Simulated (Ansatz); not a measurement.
# P on Ni(111): change of the work function, part 2 of 2

Wanted: Δφ(θ) for P/Ni(111), starting from the fcc site.

Ansatz 0.2.0; plane-wave DFT, PBE, Ansatz PAW.

So far, work function, upper face (eV): step 2 (the clean slab) 5.07; step 3 (37 atoms, coverage 0.111 ML, cell 3x3) 5.15.

**4. Adsorbate added, k-mesh 6×6×1, coverage 0.25 ML**

System of this step: Ni16P (P/Ni(111)). The cell holds 17 atoms: 16 Ni and 1 P. Cell: a = 4.978 Å, b = 4.978 Å, c = 25.959 Å, α = 90.0°, β = 90.0°, γ = 60.0°. Vacuum lies along c.

Another coverage, to see how the dipoles act on each other as their distance changes.

Input file input.yaml:

```yaml
crystal:
  lattice:
    - [4.9780317395, 0.0, 0.0]
    - [2.4890158698, 4.3111019473, 0.0]
    - [0.0, 0.0, 25.9592788557]
  atoms:
    - { symbol: Ni, position: [0.0, 0.0, 0.346696842], spin: 0.7 }
    - { symbol: Ni, position: [0.1666666667, 0.1666666667, 0.4249837989], spin: 0.72 }
    - { symbol: Ni, position: [0.3333333333, 0.3333333333, 0.5030104016], spin: 0.72 }
    - { symbol: Ni, position: [0.0, 0.0, 0.5802536445], spin: 0.7 }
    - { symbol: Ni, position: [0.0, 0.5, 0.346696842], spin: 0.7 }
    - { symbol: Ni, position: [0.1666666667, 0.6666666667, 0.4249837989], spin: 0.72 }
    - { symbol: Ni, position: [0.3333333333, 0.8333333333, 0.5030104016], spin: 0.72 }
    - { symbol: Ni, position: [0.0, 0.5, 0.5802536445], spin: 0.7 }
    - { symbol: Ni, position: [0.5, 0.0, 0.346696842], spin: 0.7 }
    - { symbol: Ni, position: [0.6666666667, 0.1666666667, 0.4249837989], spin: 0.72 }
    - { symbol: Ni, position: [0.8333333333, 0.3333333333, 0.5030104016], spin: 0.72 }
    - { symbol: Ni, position: [0.5, 0.0, 0.5802536445], spin: 0.7 }
    - { symbol: Ni, position: [0.5, 0.5, 0.346696842], spin: 0.7 }
    - { symbol: Ni, position: [0.6666666667, 0.6666666667, 0.4249837989], spin: 0.72 }
    - { symbol: Ni, position: [0.8333333333, 0.8333333333, 0.5030104016], spin: 0.72 }
    - { symbol: Ni, position: [0.5, 0.5, 0.5802536445], spin: 0.7 }
    - { symbol: P, position: [0.1666666667, 0.1666666667, 0.653303158] }
magnetization:
  spin_polarized: true
kpoints:
  mp_grid: { grid: [6, 6, 1] }
hamiltonian:
  xc: pbe
scf:
  occupations: { method: fermi_dirac, width: 0.1 }
  convergence: { dr2_threshold: 1.0e-08 }
efield:
  axis: 3
  dipole_correction: true
  ramp_position: 0.97
  ramp_width: 0.06
relax:
  f_tol: 0.02
  max_steps: 60
  constraints: [{ sites: [0, 1, 4, 5, 8, 9, 12, 13] }]
output:
  dos: { projected: true, e_range: [-8, 4] }
  write_potential: true
  write_density: true
  volumetric_format: npy
  elf: true
```

Run with:

```console
$ ansatz run input.yaml --threads 4 --pin off --max-ram 16384MiB --backend cpu --events-out ev --progress --plain --runs-dir out
```

The job ended after 6 min (4 threads of Arm Neoverse V2, shared host; peak memory 3.1 GiB; 23 min of CPU time).

Step by step:

```tsv
step	energy less that of the first step (eV)	largest force component (eV/Å)
1	0.0000	3.2441
2	-0.4451	1.9149
3	-0.6001	0.7459
4	-0.6196	0.0769
5	-0.6203	0.0300
6	-0.6204	0.0008
```

The run keeps the 6 symmetry operations that the program found, so distortions that break them were not tested.

The atoms that moved most (Å):

```tsv
atom	dx	dy	dz	length
P17	0.000	0.000	-0.299	0.299
Ni16	0.000	0.000	0.061	0.061
Ni4	-0.027	-0.016	0.039	0.050
Ni12	0.027	-0.016	0.039	0.050
Ni8	0.000	0.031	0.039	0.050
Ni15	0.000	0.000	-0.032	0.032
Ni7	0.000	-0.005	0.010	0.011
Ni11	-0.004	0.002	0.010	0.011
```

Final coordinates:

```cif
data_structure
_symmetry_space_group_name_H-M 'P 1'
_symmetry_Int_Tables_number 1
_cell_length_a 4.9780
_cell_length_b 4.9780
_cell_length_c 25.9593
_cell_angle_alpha 90.000
_cell_angle_beta 90.000
_cell_angle_gamma 60.000
_cell_volume 557.11
loop_
_atom_site_label
_atom_site_type_symbol
_atom_site_fract_x
_atom_site_fract_y
_atom_site_fract_z
_atom_site_occupancy
Ni1 Ni 0.00000 0.00000 0.34670 1
Ni2 Ni 0.16667 0.16667 0.42498 1
Ni3 Ni 0.33387 0.33387 0.50339 1
Ni4 Ni 0.99635 0.99635 0.58174 1
Ni5 Ni 0.00000 0.50000 0.34670 1
Ni6 Ni 0.16667 0.66667 0.42498 1
Ni7 Ni 0.33387 0.83226 0.50339 1
Ni8 Ni 0.99635 0.50729 0.58174 1
Ni9 Ni 0.50000 0.00000 0.34670 1
Ni10 Ni 0.66667 0.16667 0.42498 1
Ni11 Ni 0.83226 0.33387 0.50339 1
Ni12 Ni 0.50729 0.99635 0.58174 1
Ni13 Ni 0.50000 0.50000 0.34670 1
Ni14 Ni 0.66667 0.66667 0.42498 1
Ni15 Ni 0.83333 0.83333 0.50176 1
Ni16 Ni 0.50000 0.50000 0.58259 1
P17 P 0.16667 0.16667 0.64179 1
```

This step gave:

| Property | Result |
| --- | --- |
| energy at zero smearing | -94187.4160 eV |
| total moment | 9.199 μB |
| work function, upper face | 5.199 eV |
| work function, lower face | 5.088 eV |
| dipole along the normal | -0.01319 e·Å |
| step between the vacuum levels | 0.1112 eV |

The density of states has structure finer than the step of the table below, so its rows give means over 0.25 eV. Peaks (eV: height): total -2.140: 55.0, -2.020: 73.9, -1.440: 57.2, -1.350: 57.4, -0.930: 60.1, -0.780: 72.9, -0.660: 72.2; up -2.290: 35.5, -2.140: 35.9, -2.080: 41.1, -2.020: 54.8, -1.560: 35.3, -0.780: 57.2, -0.690: 41.5; down -1.680: 33.2, -1.530: 36.6, -1.410: 34.6, -0.930: 36.0, -0.570: 36.4, -0.030: 44.5, 0.120: 33.6.

The density of states by energy, zero at the Fermi level; means over each step; values in states/eV a cell:

```tsv
energy (eV)	total	up	down
-7.75	0.962	0.486	0.476
-7.50	0.948	0.475	0.473
-7.25	1.03	0.516	0.512
-7.00	2.01	1.01	1.00
-6.75	1.97	1.02	0.947
-6.50	1.95	0.981	0.972
-6.25	2.52	1.29	1.23
-6.00	2.81	1.32	1.49
-5.75	2.75	1.45	1.30
-5.50	1.65	0.837	0.817
-5.25	3.71	2.13	1.58
-5.00	7.56	4.25	3.31
-4.75	6.44	3.46	2.98
-4.50	11.8	8.39	3.43
-4.25	16.7	9.83	6.88
-4.00	19.8	11.0	8.80
-3.75	22.0	14.3	7.67
-3.50	21.7	12.2	9.44
-3.25	26.2	13.2	13.0
-3.00	29.5	17.9	11.6
-2.75	29.1	16.4	12.7
-2.50	34.6	20.9	13.7
-2.25	43.0	27.7	15.2
-2.00	46.6	28.2	18.4
-1.75	41.5	17.1	24.4
-1.50	48.4	21.8	26.6
-1.25	39.8	22.1	17.7
-1.00	46.9	24.9	21.9
-0.75	57.9	37.9	19.9
-0.50	40.3	16.9	23.3
-0.25	23.9	2.89	21.0
0.00	31.7	5.78	25.9
0.25	23.5	3.65	19.8
0.50	10.7	3.45	7.22
0.75	6.66	2.48	4.18
1.00	6.88	4.37	2.50
1.25	5.54	1.48	4.06
1.50	5.33	3.10	2.23
1.75	5.80	2.03	3.77
```

Projected DOS per atom over height of the atomic layer and energy from the Fermi level. Layers: Ni4 Ni4 Ni4 Ni4 P from below.

Ten even steps from '_' (0.01 states/eV) to '@' (3.46 states/eV), each cell a mean:
```
________..
________..
..______::
::::::::--
++++====..
##**####..
@@####%%..
@@######..
%%****%%..
##******..
==++++++::
--==++==::
::====::::
..--------
__........
__......__
__________
__________
__________
__________
__________
__________
```
Columns: height of the atomic layer (Å) from 9 to 16.7 (not evenly spaced); rows upwards: energy from the Fermi level (eV) from -7.96 to 1.95.

Projected DOS per atom, spin up over height of the atomic layer and energy from the Fermi level. Layers: Ni4 Ni4 Ni4 Ni4 P from below.

Ten even steps from '_' (0.01 states/eV) to '@' (2.03 states/eV), each cell a mean:
```
__________
________..
________..
______..::
____....::
++++**++__
@@####%%..
##++****..
##====**..
%%####**..
==++++==..
----====::
--++==::::
..==--::::
..::::....
__....____
__________
__________
__________
__________
__________
__________
```
Columns: height of the atomic layer (Å) from 9 to 16.7 (not evenly spaced); rows upwards: energy from the Fermi level (eV) from -7.96 to 1.95.

Projected DOS per atom, spin down over height of the atomic layer and energy from the Fermi level. Layers: Ni4 Ni4 Ni4 Ni4 P from below.

Ten even steps from '0' (0.01 states/eV) to '9' (1.85 states/eV), each cell a mean:
```
00001
00001
10002
34322
98861
85671
65671
97661
76671
34451
34453
24432
13222
12223
00101
00000
00000
00000
00000
00000
00000
00000
```
Columns: height of the atomic layer (Å) from 9 to 16.7 (not evenly spaced); rows upwards: energy from the Fermi level (eV) from -7.96 to 1.95.

Site moment by atom:

```tsv
atom	site moment (μB)
Ni1	0.718
Ni2	0.742
Ni3	0.661
Ni4	0.246
Ni5	0.718
Ni6	0.721
Ni7	0.661
Ni8	0.246
Ni9	0.718
Ni10	0.721
Ni11	0.661
Ni12	0.246
Ni13	0.740
Ni14	0.721
Ni15	0.574
Ni16	0.654
P17	-0.008
```

Spin density in the ca plane at fractional y = 0.167, with atoms of Ni and P within 0.2 Å of it.

Ten even steps from '0' (0.0 e/Å³) to '9' (2.1 e/Å³), each cell a mean:
```
00000000000000000000000000000000000000000000
00000000000000000000000000000000000000000000
00000000010000000000000000000000000000000000
00000000471000000000000000000000000000000000
00000000571000000000000000000000000000000000
00000000110000000000000000000000000000000000
00000000000000000000000000000000000000000000
00000000000000000000000000000000000000000000
00000000000000000000000000000000000000000000
00000000230000000000000000000000000000000000
00000001692000000000000000000000000000000000
00000000241000000000000000000000000000000000
00000000000000000000000000000000000000000000
```
Columns run along c (16.0 Å, from fractional 0.30 to 0.92 of the cell), rows up along a (5.0 Å). Atoms in or near the plane, at fractional coordinates: Ni at (0.42, 0.17), Ni at (0.42, 0.67), P at (0.64, 0.17).

Electrostatic potential energy in the ca plane at fractional y = 0.167, with atoms of Ni and P within 0.2 Å of it. With pseudopotentials it is smooth inside the atoms' cores, unlike the true potential.

Ten even steps from '0' (-51 eV) to '9' (8 eV), each cell a mean:
```
98645899889987457886568888999999999999999999
98656898878987558886568999999999999999999999
99888986324898788998889999999999999999999999
99999983001699999999999999999999999999999999
99999983000699999999999999999999999999999999
99888986214898889998889999999999999999999999
98756898778987568986578999999999999999999999
98645899889987457886568889999999999999999999
99767898657888678987778656899999999999999999
99988984102799889999886201589999999999999999
99999972000699999999985000289999999999999999
99989984001799899999886100489999999999999999
99877897546898778988778645799999999999999999
```
Columns run along c (16.0 Å, from fractional 0.30 to 0.92 of the cell; values clipped at the 3rd and 97th percentile), rows up along a (5.0 Å). Atoms in or near the plane, at fractional coordinates: Ni at (0.42, 0.17), Ni at (0.42, 0.67), P at (0.64, 0.17).

Valence density in the ca plane at fractional y = 0.167, with atoms of Ni and P within 0.2 Å of it. It is the smooth field of the valence electrons, not physical close to the nuclei.

Ten steps, logarithmic in the rise over the least value, from '0' (0 e/Å³) to '9' (42 e/Å³), each cell a mean:
```
01232111111112321112321111000000000000000000
01222111111112321112221000000000000000000000
00111112453111111011110000000000000000000000
00011114896211110001100000000000000000000000
00011114896211110001100000000000000000000000
00111112564111111011110000000000000000000000
01222111121111221112221000000000000000000000
01232111111112331112321110000000000000000000
00121111232111221111211111100000000000000000
00111113675111110001112211110000000000000000
00011115997211100000112101210000000000000000
00111114785211110001112211210000000000000000
00121111332111111111211211100000000000000000
```
Columns run along c (16.0 Å, from fractional 0.30 to 0.92 of the cell), rows up along a (5.0 Å). Atoms in or near the plane, at fractional coordinates: Ni at (0.42, 0.17), Ni at (0.42, 0.67), P at (0.64, 0.17).

The relaxation took 6 steps and lowered the energy by 0.62 eV; the largest force on the free atoms ends at 8.5e-4 eV/Å.

By hand: a sheet of dipoles makes a step −p/(ε₀A) in the electron's potential. With e/ε₀ = 180.95 V·Å, p = -0.01319 e·Å and A = 21.46 Å², that is −180.95 × (-0.01319) / 21.46 = +0.111 eV, and the two vacuum levels of the run differ by +0.111 eV.

The covered face has 5.20 eV, +0.13 eV against the clean one; the bare back face has moved by +0.01 eV, a measure of how thin the slab is.

**5. The covered slab, k-mesh 6×6×1, coverage 0.5 ML**

System of this step: Ni8P (P/Ni(111)). The cell holds 18 atoms: 16 Ni and 2 P. Cell: a = 4.978 Å, b = 4.978 Å, c = 25.959 Å, α = 90.0°, β = 90.0°, γ = 60.0°. Vacuum lies along c.

Changes to input.yaml since step 4:

```diff
@@ -23,2 +23,3 @@
     - { symbol: P, position: [0.1666666667, 0.1666666667, 0.653303158] }
+    - { symbol: P, position: [0.6666666667, 0.1666666667, 0.653303158] }
 magnetization:
```

Elapsed: 11 min, on 4 threads; peak memory 3.8 GiB; 42 min of CPU time.

Relaxation path:

```tsv
step	energy less that of the first step (eV)	largest force component (eV/Å)
1	0.0000	1.5939
2	-0.2518	1.1653
3	-0.4052	0.7743
4	-0.4505	0.1486
5	-0.4585	0.0199
```

Forces are held to the 4 operations that the program found; a distortion that breaks them can't arise in this run.

The atoms that moved most (Å):

```tsv
atom	dx	dy	dz	length
P18	0.000	0.057	-0.169	0.178
P17	0.000	0.057	-0.169	0.178
Ni4	0.000	-0.042	0.061	0.074
Ni12	0.000	-0.042	0.061	0.074
Ni16	0.000	0.012	0.057	0.059
Ni8	0.000	0.012	0.057	0.059
Ni7	0.000	-0.005	-0.006	0.008
Ni15	0.000	-0.005	-0.006	0.008
```

Final coordinates:

```
Ni P
1.0
     4.97803    0.00000    0.00000
     2.48902    4.31110    0.00000
     0.00000    0.00000   25.95928
Ni P
16 2
Direct
  0.00000 0.00000 0.34670
  0.16667 0.16667 0.42498
  0.33381 0.33238 0.50324
  0.00483 0.99034 0.58260
  0.00000 0.50000 0.34670
  0.16667 0.66667 0.42498
  0.33387 0.83225 0.50278
  0.99863 0.50274 0.58246
  0.50000 0.00000 0.34670
  0.66667 0.16667 0.42498
  0.83381 0.33238 0.50324
  0.50483 0.99034 0.58260
  0.50000 0.50000 0.34670
  0.66667 0.66667 0.42498
  0.83387 0.83225 0.50278
  0.49863 0.50274 0.58246
  0.16010 0.17980 0.64679
  0.66010 0.17980 0.64679
```

The density of states has structure finer than the step of the table below, so its rows give means over 0.25 eV. Peaks (eV: height): total -2.110: 55.0, -1.560: 53.0, -1.410: 53.4, -1.290: 60.4, -1.200: 57.8, -0.930: 57.3, -0.660: 64.0; up -3.190: 31.8, -2.110: 35.9, -2.050: 28.3, -1.980: 28.5, -1.620: 29.8, -1.290: 36.8, -0.690: 41.6; down -1.560: 31.3, -1.410: 33.8, -1.200: 33.4, -0.570: 32.7, -0.510: 33.7, 0.090: 35.0, 0.150: 31.9.

Density of states against energy, zero at the Fermi level; means over each step; values in states/eV a cell:

```tsv
energy (eV)	total	up	down
-7.75	0.935	0.472	0.463
-7.50	0.932	0.467	0.465
-7.25	1.05	0.519	0.528
-7.00	2.55	1.27	1.28
-6.75	1.94	0.990	0.955
-6.50	2.18	1.10	1.08
-6.25	3.05	1.55	1.50
-6.00	4.14	2.13	2.01
-5.75	3.46	1.85	1.61
-5.50	4.68	2.31	2.37
-5.25	4.55	2.43	2.11
-5.00	6.64	3.92	2.72
-4.75	7.86	4.41	3.45
-4.50	13.3	8.10	5.22
-4.25	14.1	8.05	6.09
-4.00	20.2	12.0	8.16
-3.75	24.1	15.9	8.23
-3.50	25.4	13.6	11.7
-3.25	28.3	14.3	14.1
-3.00	25.6	14.5	11.1
-2.75	32.5	16.9	15.6
-2.50	38.4	22.7	15.7
-2.25	45.4	27.8	17.6
-2.00	41.7	22.8	18.9
-1.75	39.8	15.8	24.0
-1.50	45.8	20.1	25.7
-1.25	45.0	24.9	20.1
-1.00	43.4	24.2	19.2
-0.75	50.2	29.9	20.3
-0.50	41.7	18.4	23.3
-0.25	26.6	6.29	20.3
0.00	29.7	5.48	24.2
0.25	23.1	3.84	19.3
0.50	9.45	3.96	5.50
0.75	6.89	2.35	4.54
1.00	8.49	4.79	3.70
1.25	6.32	2.93	3.39
1.50	7.02	2.93	4.09
1.75	5.79	2.59	3.19
```

The relaxation took 5 steps and lowered the energy by 0.46 eV; the largest force on the free atoms ends at 0.020 eV/Å.

The covered face has 5.05 eV, -0.02 eV against the clean one; the bare back face has moved by -0.01 eV, a measure of how thin the slab is.

**6. Adsorbate added, k-mesh 12×12×1, coverage 1 ML**

System of this step: Ni4P (P/Ni(111)). The cell holds 5 atoms: 4 Ni and 1 P. Cell: a = 2.489 Å, b = 2.489 Å, c = 25.959 Å, α = 90.0°, β = 90.0°, γ = 60.0°. Vacuum lies along c.

input.yaml, the sections that differ from step 5:

```yaml
crystal:
  lattice:
    - [2.4890158698, 0.0, 0.0]
    - [1.2445079349, 2.1555509736, 0.0]
    - [0.0, 0.0, 25.9592788557]
  atoms:
    - { symbol: Ni, position: [0.0, 0.0, 0.346696842], spin: 0.7 }
    - { symbol: Ni, position: [0.3333333333, 0.3333333333, 0.4249837989], spin: 0.72 }
    - { symbol: Ni, position: [0.6666666667, 0.6666666667, 0.5030104016], spin: 0.72 }
    - { symbol: Ni, position: [0.0, 0.0, 0.5802536445], spin: 0.7 }
    - { symbol: P, position: [0.3333333333, 0.3333333333, 0.653303158] }
kpoints:
  mp_grid: { grid: [12, 12, 1] }
relax:
  f_tol: 0.02
  max_steps: 60
  constraints: [{ sites: [0, 1] }]
output:
  write_potential: true
  write_density: true
  volumetric_format: npy
# magnetization, hamiltonian, scf, efield: as in step 5
```

Wall time 41 s (4 threads); peak memory 0.58 GiB.

The steps of the relaxation:

```tsv
step	energy less that of the first step (eV)	largest force component (eV/Å)
1	0.0000	0.9652
2	-0.0231	0.6674
3	-0.0431	0.1127
4	-0.0437	0.0352
5	-0.0439	0.0025
```

Forces are held to the 6 operations that the program found; a distortion that breaks them can't arise in this run.

The atoms that moved most (Å):

```tsv
atom	dx	dy	dz	length
Ni4	0.000	0.000	0.089	0.089
```

Final coordinates:

```xyz
5
Lattice="2.4890 0.0000 0.0000 1.2445 2.1556 0.0000 0.0000 0.0000 25.9593" Properties=species:S:1:pos:R:3
Ni    0.0000    0.0000    9.0000
Ni    1.2445    0.7185   11.0323
Ni    2.4890    1.4370   13.0558
Ni    0.0000    0.0000   15.1516
P     1.2445    0.7185   16.9593
```

Running mean over 2.032 Å of the planar mean; the ramp of the sawtooth is left out. The electron's electrostatic potential energy less the Fermi level by z:

```tsv
z (Å)	electron's electrostatic potential energy less the Fermi level (eV)
3.5	5.07
4.0	5.07
4.5	5.07
5.0	5.07
5.5	5.06
6.0	5.02
6.5	4.88
7.0	4.38
7.5	2.27
8.0	-3.20
8.5	-8.40
9.0	-10.1
9.5	-10.3
10.0	-10.3
10.5	-10.3
11.0	-10.4
11.5	-10.4
12.0	-10.4
12.5	-10.4
13.0	-10.3
13.5	-10.0
14.0	-9.66
14.5	-9.97
15.0	-10.8
15.5	-12.6
16.0	-14.4
16.5	-14.0
17.0	-12.4
17.5	-9.81
18.0	-3.86
18.5	1.79
19.0	3.91
19.5	4.39
20.0	4.49
20.5	4.51
21.0	4.51
21.5	4.51
22.0	4.51
22.5	4.51
```

The relaxation took 5 steps and lowered the energy by 0.044 eV; the largest force on the free atoms ends at 0.0025 eV/Å.

The covered face has 4.51 eV, -0.56 eV against the clean one; the bare back face has moved by -0.01 eV, a measure of how thin the slab is.

**7. Work function against coverage**

This step: plane-wave DFT, PBE, Ansatz PAW; work function against coverage (Ansatz 0.2.0).

The runs are now put side by side.

Numbers from this step:

```yaml
work_function_of_the_clean_face: 5.072 eV
largest_change_of_the_work_function: -0.5579 eV
```

Table of work function of the covered face by coverage:

```tsv
coverage (adsorbates/nm²)	work function of the covered face (eV)
0.00	5.07
2.07	5.15
4.66	5.20
9.32	5.05
18.64	4.51
```

The dipole per adsorbate comes from the change of the cell's dipole. Coverage, by row:

```tsv
coverage (1/nm²)	coverage (ML)	work function (eV)	change (eV)	dipole per adsorbate, positive end outwards (debye)	mean height of the added atoms over the highest substrate atom (Å)
2.071	0.1111	5.148	0.07591	-0.106	1.55
4.66	0.25	5.199	0.1267	-0.069	1.537
9.319	0.5	5.05	-0.02167	0.003	1.666
18.64	1	4.514	-0.5579	0.078	1.808
```

**8. Results**

```json
{"work function of the clean face": "5.07 eV", "work function at 0.11 ML": "5.15 eV", "work function at 0.25 ML": "5.20 eV", "work function at 0.5 ML": "5.05 eV", "work function at 1 ML": "4.51 eV", "dipole per adsorbate at 0.11 ML, positive end outwards": "-0.11 D"}
```

At the lowest coverage P changes the work function of Ni(111) by under 0.15 eV, within the error of so thin a slab; the largest change, -0.56 eV, comes at higher coverage. The slab has 4 layers, at the tabulated experimental lattice constant, one starting site was run, and quantum-size effects of a slab this thin can reach one or two tenths of an eV. The magnetic order is the one reached from the typed start; other orders were not compared.

[Long decimals in the printed logs are rounded to 6 places.]

[Logs are printed without paths, hosts, clocks, repeated set-up lines and the standing remarks that a program may print on its own settings, such as how far it seeks lower states.]

[Hosts, paths, dates, database ids (printed as entryN), source tags and the programs' standing remarks are cut or masked in the printed files.]

[Maps of the electrostatic potential energy from Ansatz leave out the sawtooth potential of an applied field or a dipole correction, so their vacuum need not be flat; planar profiles and work functions include it.]

[The density of states shown here was stored with 400 of the rows of the run's finer table, so its peaks can read low, often by over a quarter, or be missed, and its means over a window can be off by a tenth or more.]
